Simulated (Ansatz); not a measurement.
# Liquid Be13.3F58.4La1.7Li26.6 (173 atoms) by DFT dynamics, part 3 of 4

What local order and mobility does Be13.3F58.4La1.7Li26.6 (173 atoms) show in DFT dynamics?

Ansatz 0.2.0; Kohn-Sham DFT, PBE, PAW (set soft_2), plane waves.

The cell: 23 Be, 101 F, 3 La and 46 Li. Sampling is at Γ alone, for a cell whose shortest periodic width is 13 Å. No spin–orbit coupling is included.

So far. Step 4 (Brought to 1073 K): Over the second half of 760 fs the temperature averages 1049 K with swings of 52 K r.m.s. From first frame to last Li has the largest mean square displacement, 4.0 Å² at the end; the farthest move is 4.43 Å. The run spans 0.76 ps, too short for its means to be equilibrium values. Step 5 (Liquid at 1073 K): Over the second half of 3800 fs the temperature averages 1073 K with swings of 72 K r.m.s. The conserved energy stays within 0.47 meV/atom, peak to peak.

## 6. Structure statistics late in the run

The g(r) is a mean over the second half; what follows it is taken at the last frame.

Density 2.06 g/cm³, 13.34 Å³ an atom.

Mean of 14 frames. Pair distribution functions g(r), in bins of 0.2 Å:

```
r (Å)  total   F-F  F-Li  F-Be  F-La  Li-Li  Li-Be
 1.30   0.07  0.00  0.00  0.48  0.00   0.00   0.00
 1.50   1.35  0.00  0.17  8.35  0.00   0.00   0.00
 1.70   1.32  0.00  2.08  4.40  0.00   0.00   0.00
 1.90   1.14  0.00  3.28  0.78  0.00   0.00   0.00
 2.10   0.61  0.03  1.78  0.12  1.31   0.01   0.01
 2.30   0.60  0.51  1.01  0.04  3.46   0.24   0.23
 2.50   1.01  1.84  0.62  0.08  3.29   0.70   0.72
 2.70   1.12  2.11  0.53  0.11  1.35   1.29   1.26
 2.90   0.98  1.44  0.54  0.27  0.73   1.64   1.75
 3.10   1.01  1.21  0.65  0.49  0.63   1.71   2.27
 3.30   0.99  1.09  0.71  0.83  0.38   1.47   1.92
 3.50   0.96  0.95  0.87  1.04  0.53   1.27   1.18
 3.70   0.97  0.82  1.08  1.12  0.50   1.09   0.74
 3.90   1.04  0.76  1.21  1.39  0.85   1.00   0.78
 4.10   1.02  0.73  1.25  1.36  0.72   0.80   0.84
 4.30   1.02  0.79  1.27  1.25  1.08   0.75   0.78
 4.50   1.00  0.83  1.19  1.18  1.22   0.75   0.84
 4.70   1.00  1.03  1.05  1.02  1.27   0.79   0.88
 4.90   1.02  1.13  0.96  0.88  1.39   0.94   1.14
 5.10   1.00  1.12  0.89  0.84  1.35   1.02   1.10
 5.30   1.00  1.17  0.86  0.84  1.08   1.05   1.05
 5.50   0.98  1.11  0.88  0.82  0.89   1.06   1.11
 5.70   1.00  1.06  0.92  0.94  0.81   1.12   1.08
 5.90   0.99  1.02  0.95  1.00  0.89   1.06   1.04
 6.10   0.99  0.94  0.99  1.06  0.93   1.10   0.98
 6.30   0.99  0.92  1.05  1.06  0.96   1.00   0.84
 6.50   0.99  0.93  1.02  1.10  1.17   1.02   0.84
```

Bonds by pair of elements; cutoffs follow the first minimum of g(r), held within bounds set by covalent radii, and pairs that aren't listed don't count as bonded:

```
pair A-B  cutoff (Å)  bonds  mean length (Å)  spread (Å)  shortest (Å)  B about A  A about B
    F-Li        2.46    171             2.01        0.22          1.52       1.69       3.72
    F-Be        2.03     89             1.60       0.118          1.32      0.881       3.87
    F-La        3.27     23             2.52       0.293          2.14      0.228       7.67
```

How many atoms have how many bonded neighbours:

```
element  mean   2   3   4  5  7  8
     Be  3.87   0   3  20  0  0  0
      F  2.80  34  54  12  1  0  0
     La  7.67   0   0   0  0  1  2
     Li  3.72   2  14  25  5  0  0
```

Bond angles, per cent of each kind in bins of 5°:

```
angle (°)  F-Li-F  F-Be-F  Li-F-Li  Be-F-Li  F-La-F
    50–55     0.0     0.0      0.0      0.0     2.6
    55–60     0.4     0.0      0.0      0.0     2.6
    60–65     0.8     0.0      0.0      0.0     9.1
    65–70     1.2     0.0      0.9      0.9    10.4
    70–75     4.5     0.0      2.7      1.8     9.1
    75–80     5.7     0.0      2.7      0.9     3.9
    80–85     8.6     1.6      8.0      6.4     6.5
    85–90     9.0     1.6      8.0      8.2     1.3
    90–95     6.2     4.7     10.7      4.5     2.6
   95–100     6.6    14.0     11.6      5.5     5.2
  100–105     9.4     9.3      5.4      5.5     5.2
  105–110     7.4    20.2      9.8      4.5     5.2
  110–115     6.2    19.4      2.7      5.5     2.6
  115–120     7.4    10.9      7.1     10.9     2.6
  120–125     3.3    10.1      2.7      7.3     5.2
  125–130     5.7     6.2      2.7      7.3     3.9
  130–135     2.9     2.3      6.2      6.4     6.5
  135–140     2.5     0.0      4.5      6.4     0.0
  140–145     4.1     0.0      1.8      6.4     5.2
  145–150     3.3     0.0      2.7      4.5     3.9
  150–155     1.2     0.0      1.8      0.9     2.6
  155–160     0.4     0.0      1.8      1.8     0.0
  160–165     1.6     0.0      1.8      3.6     1.3
  165–170     1.2     0.0      3.6      0.9     2.6
  170–175     0.4     0.0      0.0      0.0     0.0
  175–180     0.0     0.0      0.9      0.0     0.0
```

Bond angles (no mean is given where the spread exceeds 20°):

```
  angle  count  mean (°)  spread (°)
 F-Li-F    244         -           -
 F-Be-F    129       110        10.8
Li-F-Li    112         -           -
Be-F-Li    110         -           -
 F-La-F     77         -           -
```

Bond length by coordination (bonds to H left out):

```
element  coordination  atoms  mean bond length (Å)
     Be             3      3                  1.50
     Be             4     20                  1.61
      F             2     34                  1.76
      F             3     54                  1.95
      F             4     12                  2.01
      F             5      1                  2.40
     La             7      1                  2.53
     La             8      2                  2.51
     Li             2      2                  1.71
     Li             3     14                  1.95
     Li             4     25                  2.03
     Li             5      5                  2.06
```

For some of the pairs, g(r) has its first main peak near 2.6 Å (F-F), 1.9 Å (F-Li), 1.6 Å (F-Be), 2.4 Å (F-La), 3.0 Å (Li-Li) and 3.1 Å (Li-Be). By these cutoffs 87 % of Be atoms have 4, 53 % of F atoms have 3, 67 % of La atoms have 8 and 54 % of Li atoms have 4 bonded neighbours.

## 7. Single point at the last frame

The last frame is solved again with fuller output, to read the electronic structure of a thermally displaced geometry.

File input.yaml:

```yaml
crystal:
  lattice:
    - [13.2136, 0.0, 0.0]
    - [0.0, 13.2136, 0.0]
    - [0.0, 0.0, 13.2136]
  atoms:
    - { symbol: Be, position: [0.38892, 0.39258, 0.35324] }
    - { symbol: Be, position: [0.41658, 0.05892, 0.38317] }
    - { symbol: Be, position: [0.0771, 0.56333, 0.14343] }
    - { symbol: Be, position: [0.74722, 0.02676, 0.34842] }
    - { symbol: Be, position: [0.09245, 0.3121, 0.43272] }
    - { symbol: Be, position: [0.86132, 0.8927, 0.04742] }
    - { symbol: Be, position: [0.21177, 0.99607, 0.13774] }
    - { symbol: Be, position: [0.67524, 0.34547, 0.61054] }
    - { symbol: Be, position: [0.08621, 0.79297, 0.69257] }
    - { symbol: Be, position: [0.21143, 0.70807, 0.026] }
    - { symbol: Be, position: [0.31414, 0.1065, 0.52911] }
    - { symbol: Be, position: [0.77157, 0.67495, 0.63695] }
    - { symbol: Be, position: [0.9579, 0.694, 0.73209] }
    - { symbol: Be, position: [0.51944, 0.82234, 0.64386] }
    - { symbol: Be, position: [0.26653, 0.26566, 0.81526] }
    - { symbol: Be, position: [0.48016, 0.02661, 0.8306] }
    - { symbol: Be, position: [0.71982, 0.45224, 0.90553] }
    - { symbol: Be, position: [0.84073, 0.64265, 0.41725] }
    - { symbol: Be, position: [0.52096, 0.35828, 0.08949] }
    - { symbol: Be, position: [0.59311, 0.47375, 0.41445] }
    - { symbol: Be, position: [0.16544, 0.89241, 0.9365] }
    - { symbol: Be, position: [0.98504, 0.36257, 0.05129] }
    - { symbol: Be, position: [0.3408, 0.57747, 0.60753] }
    - { symbol: F, position: [0.51445, 0.78137, 0.33883] }
    - { symbol: F, position: [0.69389, 0.02278, 0.44498] }
    - { symbol: F, position: [0.53696, 0.93597, 0.87295] }
    - { symbol: F, position: [0.03112, 0.36449, 0.95763] }
    - { symbol: F, position: [0.41177, 0.79238, 0.67524] }
    - { symbol: F, position: [0.7905, 0.71754, 0.35757] }
    - { symbol: F, position: [0.55518, 0.02649, 0.12442] }
    - { symbol: F, position: [0.94991, 0.16273, 0.25029] }
    - { symbol: F, position: [0.76151, 0.93821, 0.09354] }
    [... 135 atom lines left out ...]
    - { symbol: Li, position: [0.19568, 0.3781, 0.28875] }
    - { symbol: Li, position: [0.49005, 0.95989, 0.03823] }
    - { symbol: Li, position: [0.96437, 0.02234, 0.22714] }
    - { symbol: Li, position: [0.29182, 0.35214, 0.59961] }
    - { symbol: Li, position: [0.35716, 0.37884, 0.90559] }
    - { symbol: Li, position: [0.02362, 0.78841, 0.44709] }
kpoints:
  mp_grid: { grid: [1, 1, 1] }
hamiltonian:
  xc: pbe
scf:
  occupations: { method: fermi_dirac, width: 0.092 }
output:
  forces: true
  stress: true
  populations: intrinsic
  dos:
    method: { smearing: { sigma: 0.08 } }
    de: 0.1
    projected: { site_lists: { Be: [Be], F: [F], La: [La], Li: [Li] } }
  eigenvalues: true
  write_density: true
  write_potential: true
  volumetric_format: npy
```

The run is started by

```sh
$ ansatz run input.yaml --threads 32 --pin off --max-ram 143360MiB --backend cuda --events-out ev --progress --plain --runs-dir out
```

Numbers of over 12 decimals in the logs are rounded to 6 here.

The program printed:

```text
La: projections on atomic orbitals take those of the free atom [Kr 4d10] 4f0 5s2 5p6 5d1 6s2, of charge +0.00 (hamiltonian.pseudopotentials.projection_atoms); the dataset's partial waves leave at most 1.9e-5 of an orbital's norm unspanned inside its sphere
[...]
GPU FFT provider: cuFFT
GPU libraries: cuBLAS 13.8.1, cuFFT 12.4.0, cuSOLVER 12.3.2
[...]
Crystal: 173 atoms, lattice volume = 2307.084 Å³
Basis set: ecut = 420 eV, 45025 PW (Γ), exchange–correlation on 180×180×180 points (8 copies of the dense FFT grid, shifted against one another)
Bands: 635, of which v1, the nominal top of the filled ones, is band 462 counted from 1 (461 counted from 0)
Symmetry: 1 space group operations
[...]
k-points: 1
[...]
GPU buffer pool allocated for 729000 grid points (all kernels)
[...]
SCF iter   1: F=—  HF=-112170.158176 eV  |F-HF|=—  |Δ(HF+E_count)|=         —  Δρ=2.01e-3  dr2=1.72e-1  ethr=1.77e-3  ⟨swp⟩=5.0  Hψ=2498  notcnv=0  defer=114
[...]
SCF iter   9: F=-112170.099867 eV  HF=-112170.099867 eV  |F-HF|=1.56e-9  |Δ(HF+E_count)|=   4.85e-8  Δρ=1.75e-6  dr2=6.65e-8  ethr=1.08e-11  ⟨swp⟩=18.0  Hψ=5444  notcnv=0
SCF 1 converged in 9 iterations: F = -112170.099867 eV  dr2 = 6.65e-8
[...]
WARN: The input density's exchange-correlation potential varies sharply where the density is thin. Do not read a vacuum level from v_tot or v_xc, or from such a field of the output density. On a cell that repeats whose density bears no net charge and no dipole along the vacuum's axis use v_es (v_loc + v_h of the components); [...]
SCF converged after 9 iterations
Free energy (F): -112170.099867 eV
[...]
Internal energy: -112170.099867 eV  (E = F + TS)
E sigma→0 (E₀):  -112170.099867 eV
Entropy (-TS):   -0.000000 eV (-0.000 meV/atom)
Fermi energy:    2.050275 eV
[...]
--- Forces (eV/Å), atoms counted from 1 ---
[... 173 lines of forces left out ...]
  max |Σ_I F_I| component: 1.33e-4 eV/Å
--- Stress (GPa, compression-positive) ---
       -0.116105      -0.245759      -0.202181
       -0.245764       0.343912       0.334474
       -0.202176       0.334475      -0.665072
  P = ⅓ Tr σ = -0.1458 GPa (-1.458 kbar)
--- Band table (eV) ---
[... left out ...]
--- intrinsic populations: 173 sites ---
  site symbol       q [e]
[... 173 lines, one an atom, left out ...]
  spilling = 0.000000 (of n_electrons = 924.000000)
```

Elapsed: 2.8 s, on 1 × NVIDIA GB200 with 32 threads of Arm Neoverse V2, shared host; peak memory 1.4 GiB; 9.4 s of CPU time.

That memory is the host's; the program planned up to 6.4 GiB on the GPU.

The program notes that the exchange-correlation potential is rough where the density is thin.

The run gave:

```yaml
free_energy: -112170.0999 eV
free_energy_per_atom: -648.3821 eV/atom
scf_cycles: 9
pressure: -0.1458 GPa
r_m_s_force_component: 0.8848 eV/Å
longest_force: 5.235 eV/Å
fermi_energy: 2.05 eV
spacing_of_highest_filled_and_lowest_empty_level: 3.791 eV
```

Neighbours are counted within 2.46 Å (F-Li), 2.03 Å (F-Be), 3.27 Å (F-La), the cutoffs taken from the dynamics.

Length of the force by element and coordination:

```
element  coordination  atoms  mean length of the force (eV/Å)  spread  least   most
     Be           all     23                             1.93   0.942  0.461   4.29
     Be             3      3                             2.17    1.11  0.615   3.16
     Be             4     20                             1.90   0.908  0.461   4.29
      F           all    101                             1.27   0.762  0.139   5.24
      F             2     34                             1.51    1.03  0.139   5.24
      F             3     54                             1.13   0.568  0.252   3.48
      F             4     12                             1.26   0.390  0.740   2.04
      F             5      1                            0.692       -  0.692  0.692
     La           all      3                             1.69   0.995  0.373   2.78
     La             7      1                            0.373       -  0.373  0.373
     La             8      2                             2.35   0.431   1.92   2.78
     Li           all     46                             1.02   0.644  0.122   3.13
     Li             2      2                             1.82  0.0126   1.81   1.84
     Li             3     14                             1.05   0.567  0.299   2.21
     Li             4     25                            0.933   0.577  0.224   3.13
     Li             5      5                             1.05   0.976  0.122   2.92
```

Intrinsic-atomic-orbital charges by element and coordination:

```
element  coordination  atoms  mean charge (e)  spread   least    most
     Be           all     23             1.65  0.0111    1.63    1.69
     Be             3      3             1.66  0.0187    1.64    1.69
     Be             4     20             1.64       -    1.63    1.66
      F           all    101           -0.782  0.0754  -0.846  -0.529
      F             2     34           -0.801  0.0556  -0.846  -0.596
      F             3     54           -0.766  0.0874  -0.835  -0.529
      F             4     12           -0.799  0.0467  -0.843  -0.653
      F             5      1           -0.767       -  -0.767  -0.767
     La           all      3             1.29  0.0725    1.19    1.35
     La             7      1             1.34       -    1.34    1.34
     La             8      2             1.27  0.0775    1.19    1.35
     Li           all     46            0.809  0.0161   0.778   0.849
     Li             2      2            0.835       -   0.828   0.843
     Li             3     14            0.818  0.0141   0.796   0.849
     Li             4     25            0.805  0.0137   0.785   0.837
     Li             5      5            0.794    0.01   0.778   0.805
```

States in the cell by windows of 1 eV, zero at the Fermi level; some projections on atomic orbitals stand beside the total:

```
from (eV)  to (eV)  total    F p  La f
      -14       -9    0.0    0.0   0.0
       -9       -8    9.7    8.9   0.0
       -8       -7   42.1   39.0   0.0
       -7       -6   87.2   82.0   0.1
       -6       -5  148.7  142.4   0.3
       -5       -4  176.3  171.5   0.2
       -4       -3  108.2  106.2   0.1
       -3       -2   28.5   28.0   0.0
       -2       -1    5.1    5.1   0.0
       -1        1    0.0    0.0   0.0
        1        2    8.3    0.1   8.0
        2        3   27.0    0.4  24.0
        3        4   25.3    1.3   8.4
        4        5   32.1    2.2   0.3
```

The curve was stored every 0.10 eV, coarse against its broadening of 0.08 eV, so these counts are rough.

Between -26 and -14 eV lie 220 more states.

About 98 of the 924 electrons lie in deeper levels, below the stored range.

Not all projections were asked for or kept, so they needn't add up to the total.

The levels nearest the highest filled one (over half full), pooled over k-points and spins:

```
level less the highest filled one (eV)  occupation
                                -0.616           2
                                -0.561           2
                                -0.336           2
                                -0.142           2
                               -0.0321           2
                                     0           2
                                  3.79           0
                                  3.82           0
                                  3.82           0
                                  3.83           0
                                  3.85           0
                                  3.86           0
```

Mean intrinsic-atomic-orbital charges: Be +1.65, F -0.78, La +1.29, Li +0.81 e. The largest share in the top eV of filled states is F p (99 % of the projected weight), and in the lowest eV of empty states La f (91 % of the projected weight).

Local excerpt of 13 atoms (numbers count through the whole input) about F109, which has 4 bonded neighbours where the commonest count for F is 3; x, y, z are measured from there.

```
 atom      x      y      z  distance (Å)  bonds  intrinsic-atomic-orbital charge (e)     Fx     Fy  Fz (eV/Å)
 F109   0.00   0.00   0.00          0.00      4                                -0.80  -0.71   0.59       0.62
  Be4   0.80   1.41   1.02          1.91      4                                 1.64   1.05  -1.02      -2.66
Li157  -1.66   1.15  -0.11          2.02      4                                 0.79  -0.12   0.00       0.19
Li150  -0.51  -1.87   0.67          2.05      4                                 0.80   0.53   0.05      -0.09
Li160  -0.24  -0.94  -2.04          2.26      4                                 0.79  -0.20  -0.85       0.42
  F95   2.31   0.88   0.67          2.56      2                                -0.81  -0.59   0.60       0.68
  F32   0.99   0.24  -2.35          2.56      3                                -0.82   0.53   0.99      -0.56
  F25   0.10   1.36   2.29          2.67      3                                -0.82  -0.08   0.10       0.75
Li151   0.35   1.91  -1.84          2.68      4                                 0.79  -0.54   0.06      -0.07
  F50   0.49   2.66   0.02          2.70      3                                -0.79  -0.20  -0.79      -0.05
 F114  -0.57  -2.61  -1.16          2.92      3                                -0.54   0.44   0.93       0.42
  F30  -1.74   1.41  -1.94          2.96      4                                -0.81   0.64   0.74       0.79
  F24  -2.27  -1.83   0.89          3.05      3                                -0.61  -0.34  -0.89       0.18
```

The column of bonds counts only the pairs F-Li within 2.46 Å, F-Be within 2.03 Å, F-La within 3.27 Å; other neighbours, such as metal atoms beside each other in a compound, aren't counted, and periodic images can show an atom twice.

(Part 3 of 4 ends here.)

[Logs are printed without paths, hosts, clocks, repeated set-up lines and the standing remarks that a program may print on its own settings, such as how far it seeks lower states.]

[Hosts, paths, dates, database ids (printed as entryN), source tags and the programs' standing remarks are cut or masked in the printed files.]
